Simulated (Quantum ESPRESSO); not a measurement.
## How the k mesh moves the magnetism of MnAu

Two starts of MnAu are run at each rung of the k mesh.

Calculated with Quantum ESPRESSO 7.5; PBEsol; plane waves with GBRV 1.5 PBEsol potentials, no spin-orbit coupling (settings of the first rung).

Report form: the programs' logs are mostly left out.

## (1) The starting structure

The structure is cubic, space group Pm-3m (No. 221). The conventional cell has a = 3.208 Å, b = 3.208 Å, c = 3.208 Å, α = 90.00°, β = 90.00°, γ = 90.00°. Nearest to Mn lie 8 Au at 2.78 Å. Nearest to Au lie 8 Mn at 2.78 Å. Farther neighbours are not listed.

The cell comes from Materials Project 2023-11-01, a database of computed structures, and need not be the stable phase.

## (2) Rung 1, start ferro +

Input file pw.in:

```
&CONTROL
  calculation = 'scf'
  prefix = 'pwscf'
  outdir = './tmp'
  pseudo_dir = './pseudo'
  disk_io = 'nowf'
/
&SYSTEM
  ibrav = 0
  nat = 2
  ntyp = 2
  ecutwfc = 40
  ecutrho = 280
  nbnd = 22
  occupations = 'smearing'
  smearing = 'fd'
  degauss = 0.00999582
  nspin = 2
  starting_magnetization(1) = 0.2333
  starting_magnetization(2) = 0
/
&ELECTRONS
  conv_thr = 4d-09
  electron_maxstep = 150
  mixing_beta = 0.3
/
ATOMIC_SPECIES
Mn     54.9380 mn_pbesol_v1.5.uspp.F.UPF
Au    196.9666 au_pbesol_v1.uspp.F.UPF
CELL_PARAMETERS angstrom
   3.2077580700    0.0000000000    0.0000000000
   0.0000000000    3.2077580700    0.0000000000
   0.0000000000    0.0000000000    3.2077580700
ATOMIC_POSITIONS crystal
Mn      0.5000000000    0.5000000000    0.5000000000
Au      0.0000000000    0.0000000000    0.0000000000
K_POINTS automatic
4 4 4 0 0 0
```

Run with:

```
$ OMP_NUM_THREADS=1 mpirun -n 2 pw.x -nk 2 -in pw.in > pw.out
```

Run time: 6.9 s. Hardware: 2 MPI ranks of Arm Neoverse V1, shared host; peak memory 0.18 GiB.

Spin moment in the atom's sphere by atom:

```
atom  spin moment in the atom's sphere (μB)
 Mn1                                   4.00
 Au2                                   0.13
```

This step gave:

```yaml
magnetization: 4.264 μB
final_state: ferromagnetic
```

## (3) Rung 1, start antiferro q=(1/2,1/2,1/2) +-

The wavevector q is in fractions of the reciprocal vectors of the crystal's primitive cell, as the cells of these inputs are built from it; moments change sign between cells as cos(2π q·R).

Input file pw.in:

```
&CONTROL
  calculation = 'scf'
  prefix = 'pwscf'
  outdir = './tmp'
  pseudo_dir = './pseudo'
  disk_io = 'nowf'
/
&SYSTEM
  ibrav = 0
  nat = 4
  ntyp = 3
  ecutwfc = 40
  ecutrho = 280
  nbnd = 35
  occupations = 'smearing'
  smearing = 'fd'
  degauss = 0.00999582
  nspin = 2
  starting_magnetization(1) = 0.2333
  starting_magnetization(2) = -0.2333
  starting_magnetization(3) = 0
/
&ELECTRONS
  conv_thr = 8d-09
  electron_maxstep = 150
  mixing_beta = 0.3
/
ATOMIC_SPECIES
Mn1    54.9380 mn_pbesol_v1.5.uspp.F.UPF
Mn2    54.9380 mn_pbesol_v1.5.uspp.F.UPF
Au    196.9666 au_pbesol_v1.uspp.F.UPF
CELL_PARAMETERS angstrom
   6.4155161400    0.0000000000    0.0000000000
   3.2077580700    3.2077580700    0.0000000000
   3.2077580700    0.0000000000    3.2077580700
ATOMIC_POSITIONS crystal
Mn1     0.7500000000    0.5000000000    0.5000000000
Mn2     0.2500000000    0.5000000000    0.5000000000
Au      0.0000000000    0.0000000000    0.0000000000
Au      0.5000000000    0.0000000000    0.0000000000
K_POINTS automatic
2 4 4 0 0 0
```

Wall time 26 s (2 MPI ranks); peak memory 0.37 GiB.

Spin moment in the atom's sphere by atom:

```
atom  spin moment in the atom's sphere (μB)
 Mn1                                   3.94
 Mn2                                  -3.94
 Au3                                   0.00
 Au4                                   0.00
```

This step gave:

* magnetization: 0 μB
* final state: antiferromagnetic

## (4) Rung 3, start ferro +

Input file pw.in:

```
&CONTROL
  calculation = 'scf'
  prefix = 'pwscf'
  outdir = './tmp'
  pseudo_dir = './pseudo'
  disk_io = 'nowf'
/
&SYSTEM
  ibrav = 0
  nat = 2
  ntyp = 2
  ecutwfc = 40
  ecutrho = 280
  nbnd = 22
  occupations = 'smearing'
  smearing = 'fd'
  degauss = 0.00999582
  nspin = 2
  starting_magnetization(1) = 0.2333
  starting_magnetization(2) = 0
/
&ELECTRONS
  conv_thr = 4d-09
  electron_maxstep = 150
  mixing_beta = 0.3
/
ATOMIC_SPECIES
Mn     54.9380 mn_pbesol_v1.5.uspp.F.UPF
Au    196.9666 au_pbesol_v1.uspp.F.UPF
CELL_PARAMETERS angstrom
   3.2077580700    0.0000000000    0.0000000000
   0.0000000000    3.2077580700    0.0000000000
   0.0000000000    0.0000000000    3.2077580700
ATOMIC_POSITIONS crystal
Mn      0.5000000000    0.5000000000    0.5000000000
Au      0.0000000000    0.0000000000    0.0000000000
K_POINTS automatic
6 6 6 0 0 0
```

Run time: 10 s. Hardware: 2 MPI ranks; peak memory 0.27 GiB; 20 s of CPU time.

Numbers from this step:

| Item | Value |
| --- | --- |
| magnetization | 4.083 μB |
| final state | ferromagnetic |
| largest moment | 3.886 μB |

## (5) Rung 3, start antiferro q=(1/2,1/2,1/2) +-

Input file pw.in:

```
&CONTROL
  calculation = 'scf'
  prefix = 'pwscf'
  outdir = './tmp'
  pseudo_dir = './pseudo'
  disk_io = 'nowf'
/
&SYSTEM
  ibrav = 0
  nat = 4
  ntyp = 3
  ecutwfc = 40
  ecutrho = 280
  nbnd = 35
  occupations = 'smearing'
  smearing = 'fd'
  degauss = 0.00999582
  nspin = 2
  starting_magnetization(1) = 0.2333
  starting_magnetization(2) = -0.2333
  starting_magnetization(3) = 0
/
&ELECTRONS
  conv_thr = 8d-09
  electron_maxstep = 150
  mixing_beta = 0.3
/
ATOMIC_SPECIES
Mn1    54.9380 mn_pbesol_v1.5.uspp.F.UPF
Mn2    54.9380 mn_pbesol_v1.5.uspp.F.UPF
Au    196.9666 au_pbesol_v1.uspp.F.UPF
CELL_PARAMETERS angstrom
   6.4155161400    0.0000000000    0.0000000000
   3.2077580700    3.2077580700    0.0000000000
   3.2077580700    0.0000000000    3.2077580700
ATOMIC_POSITIONS crystal
Mn1     0.7500000000    0.5000000000    0.5000000000
Mn2     0.2500000000    0.5000000000    0.5000000000
Au      0.0000000000    0.0000000000    0.0000000000
Au      0.5000000000    0.0000000000    0.0000000000
K_POINTS automatic
3 6 6 0 0 0
```

Elapsed: 35 s, on 2 MPI ranks; peak memory 0.38 GiB; 70 s of CPU time.

This step gave:

* magnetization: 0 μB
* final state: antiferromagnetic
* largest moment: 3.891 μB

## (6) Rung 4, start ferro +

Input file pw.in:

```
&CONTROL
  calculation = 'scf'
  prefix = 'pwscf'
  outdir = './tmp'
  pseudo_dir = './pseudo'
  disk_io = 'nowf'
/
&SYSTEM
  ibrav = 0
  nat = 2
  ntyp = 2
  ecutwfc = 40
  ecutrho = 280
  nbnd = 22
  occupations = 'smearing'
  smearing = 'fd'
  degauss = 0.00999582
  nspin = 2
  starting_magnetization(1) = 0.2333
  starting_magnetization(2) = 0
/
&ELECTRONS
  conv_thr = 4d-09
  electron_maxstep = 150
  mixing_beta = 0.3
/
ATOMIC_SPECIES
Mn     54.9380 mn_pbesol_v1.5.uspp.F.UPF
Au    196.9666 au_pbesol_v1.uspp.F.UPF
CELL_PARAMETERS angstrom
   3.2077580700    0.0000000000    0.0000000000
   0.0000000000    3.2077580700    0.0000000000
   0.0000000000    0.0000000000    3.2077580700
ATOMIC_POSITIONS crystal
Mn      0.5000000000    0.5000000000    0.5000000000
Au      0.0000000000    0.0000000000    0.0000000000
K_POINTS automatic
8 8 8 0 0 0
```

Run time: 14 s. Hardware: 2 MPI ranks; peak memory 0.28 GiB.

This step gave:

- magnetization: 4.084 μB
- final state: ferromagnetic
- largest moment: 3.899 μB

## (7) Rung 4, start antiferro q=(1/2,1/2,1/2) +-

Input file pw.in:

```
&CONTROL
  calculation = 'scf'
  prefix = 'pwscf'
  outdir = './tmp'
  pseudo_dir = './pseudo'
  disk_io = 'nowf'
/
&SYSTEM
  ibrav = 0
  nat = 4
  ntyp = 3
  ecutwfc = 40
  ecutrho = 280
  nbnd = 35
  occupations = 'smearing'
  smearing = 'fd'
  degauss = 0.00999582
  nspin = 2
  starting_magnetization(1) = 0.2333
  starting_magnetization(2) = -0.2333
  starting_magnetization(3) = 0
/
&ELECTRONS
  conv_thr = 8d-09
  electron_maxstep = 150
  mixing_beta = 0.3
/
ATOMIC_SPECIES
Mn1    54.9380 mn_pbesol_v1.5.uspp.F.UPF
Mn2    54.9380 mn_pbesol_v1.5.uspp.F.UPF
Au    196.9666 au_pbesol_v1.uspp.F.UPF
CELL_PARAMETERS angstrom
   6.4155161400    0.0000000000    0.0000000000
   3.2077580700    3.2077580700    0.0000000000
   3.2077580700    0.0000000000    3.2077580700
ATOMIC_POSITIONS crystal
Mn1     0.7500000000    0.5000000000    0.5000000000
Mn2     0.2500000000    0.5000000000    0.5000000000
Au      0.0000000000    0.0000000000    0.0000000000
Au      0.5000000000    0.0000000000    0.0000000000
K_POINTS automatic
4 8 8 0 0 0
```

Wall time 54 s (2 MPI ranks); peak memory 0.39 GiB; 1.8 min of CPU time.

This step gave:

```yaml
magnetization: 0 μB
final_state: antiferromagnetic
largest_moment: 3.912 μB
```

## (8) Rung 5, start ferro +

Input file pw.in:

```
&CONTROL
  calculation = 'scf'
  prefix = 'pwscf'
  outdir = './tmp'
  pseudo_dir = './pseudo'
  disk_io = 'nowf'
/
&SYSTEM
  ibrav = 0
  nat = 2
  ntyp = 2
  ecutwfc = 40
  ecutrho = 280
  nbnd = 22
  occupations = 'smearing'
  smearing = 'fd'
  degauss = 0.00999582
  nspin = 2
  starting_magnetization(1) = 0.2333
  starting_magnetization(2) = 0
/
&ELECTRONS
  conv_thr = 4d-09
  electron_maxstep = 150
  mixing_beta = 0.3
/
ATOMIC_SPECIES
Mn     54.9380 mn_pbesol_v1.5.uspp.F.UPF
Au    196.9666 au_pbesol_v1.uspp.F.UPF
CELL_PARAMETERS angstrom
   3.2077580700    0.0000000000    0.0000000000
   0.0000000000    3.2077580700    0.0000000000
   0.0000000000    0.0000000000    3.2077580700
ATOMIC_POSITIONS crystal
Mn      0.5000000000    0.5000000000    0.5000000000
Au      0.0000000000    0.0000000000    0.0000000000
K_POINTS automatic
12 12 12 0 0 0
```

The job ended after 28 s (2 MPI ranks; peak memory 0.23 GiB).

This step gave:

| Quantity | Value |
| --- | --- |
| magnetization | 4.119 μB |
| final state | ferromagnetic |
| largest moment | 3.919 μB |

## (9) Rung 5, start antiferro q=(1/2,1/2,1/2) +-

Input file pw.in:

```
&CONTROL
  calculation = 'scf'
  prefix = 'pwscf'
  outdir = './tmp'
  pseudo_dir = './pseudo'
  disk_io = 'nowf'
/
&SYSTEM
  ibrav = 0
  nat = 4
  ntyp = 3
  ecutwfc = 40
  ecutrho = 280
  nbnd = 35
  occupations = 'smearing'
  smearing = 'fd'
  degauss = 0.00999582
  nspin = 2
  starting_magnetization(1) = 0.2333
  starting_magnetization(2) = -0.2333
  starting_magnetization(3) = 0
/
&ELECTRONS
  conv_thr = 8d-09
  electron_maxstep = 150
  mixing_beta = 0.3
/
ATOMIC_SPECIES
Mn1    54.9380 mn_pbesol_v1.5.uspp.F.UPF
Mn2    54.9380 mn_pbesol_v1.5.uspp.F.UPF
Au    196.9666 au_pbesol_v1.uspp.F.UPF
CELL_PARAMETERS angstrom
   6.4155161400    0.0000000000    0.0000000000
   3.2077580700    3.2077580700    0.0000000000
   3.2077580700    0.0000000000    3.2077580700
ATOMIC_POSITIONS crystal
Mn1     0.7500000000    0.5000000000    0.5000000000
Mn2     0.2500000000    0.5000000000    0.5000000000
Au      0.0000000000    0.0000000000    0.0000000000
Au      0.5000000000    0.0000000000    0.0000000000
K_POINTS automatic
6 12 12 0 0 0
```

Run time: 1.8 min. Hardware: 2 MPI ranks; peak memory 0.44 GiB.

Numbers from this step:

```yaml
magnetization: 0 μB
final_state: antiferromagnetic
largest_moment: 3.914 μB
```

## (10) Side by side

Ladder, by row:

```
rung      mesh  state from the first start  state from the second start  second less first (meV a seeded atom)  moment, first (μB)  moment, second (μB)  CPU time (s)
   1     4x4x4               ferromagnetic            antiferromagnetic                                 -81.98               3.998                3.945         65.26
   3     6x6x6               ferromagnetic            antiferromagnetic                                 -100.7               3.886                3.891         89.66
   4     8x8x8               ferromagnetic            antiferromagnetic                                 -95.01               3.899                3.912         135.8
   5  12x12x12               ferromagnetic            antiferromagnetic                                 -102.5               3.919                3.914         275.1
```

## (11) Outcome

- range of the largest moment, first start: 3.89 to 4.00 μB; second start 3.89 to 3.94 μB
- range of CPU time: 65 s to 4.6 min
- range of the energy difference: -102 to -82.0 meV a seeded atom

Only the last rung can serve as the reference, and the rung before it still differs from it in state, moments or energy, so convergence is not shown. Energies are free energies at an electronic temperature of 1580 K, which lowers moments and differences where the moments are itinerant.

[Logs and program files are shortened in this print: banners, set-up blocks, solver, clock and traceback lines can be left out without a mark of their own.]

[Logs are printed without paths, hosts, clocks, repeated set-up lines and the standing remarks that a program may print on its own settings, such as how far it seeks lower states.]

[Hosts, paths, dates, database ids (printed as entryN), source tags and the programs' standing remarks are cut or masked in the printed files.]

[Where a cell is said to come from a database of computed structures, the database is the Materials Project.]
